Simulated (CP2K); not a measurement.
Consider sulfamide at its PBE geometry (Å).

```xyz
9

N    -1.4627   -0.0325   -0.2613
S     0.0207   -0.5749    0.2356
N     1.1146    0.6385   -0.1553
O    -0.0843   -0.6706    1.6728
O     0.3700   -1.6812   -0.6203
H    -1.4729    0.2169   -1.2509
H    -1.8061    0.7250    0.3295
H     1.4017    1.1525    0.6790
H     1.9190    0.2264   -0.6291
```

Method: CP2K XAS_TDP, all-electron GAPW, PBEh(45%), aug-cc-pVDZ, TDA, GW2X-corrected core level, ZORA, spin–orbit coupling.

Question: Where do the S L₂,₃-edge lines lie, and how strong are they?

Leading lines: S2 173.89 eV. The leading line of an atom is its first one with 35 % of the strongest within 2.5 eV of its lowest line over the strength cut. Core ionisation energies at this level: S2 176.94/176.97/178.18 eV; the 2p½ level lies 1.23 eV above the 2p3/2 pair.

The first six lines of each atom with a strength over 0.0003:

```csv
atom,energy (eV),states,"strength, one atom",above the computed threshold
S2 (bonded to 2 N and 2 O),173.76,1,0.0025,
,173.79,1,0.0012,
,173.89,2,0.0040,
,173.91,2,0.0017,
,174.15,2,0.0006,
,174.25,2,0.0005,
```

Lines are vertical, at one geometry, with no vibrational structure. GW2X ionisation energies and lines can be off by 1 to 2 eV either way, and a good line position may hide errors that cancel. Rydberg lines, and the discretised continuum above threshold, depend on the basis and the box.

[Banner, clock and machine lines of the logs are left out without a mark of their own.]

[Logs are printed without paths, hosts, clocks, repeated set-up lines and the standing remarks that a program may print on its own settings, such as how far it seeks lower states.]

[Hosts, paths, dates, database ids (printed as entryN), source tags and the programs' standing remarks are cut or masked in the printed files.]
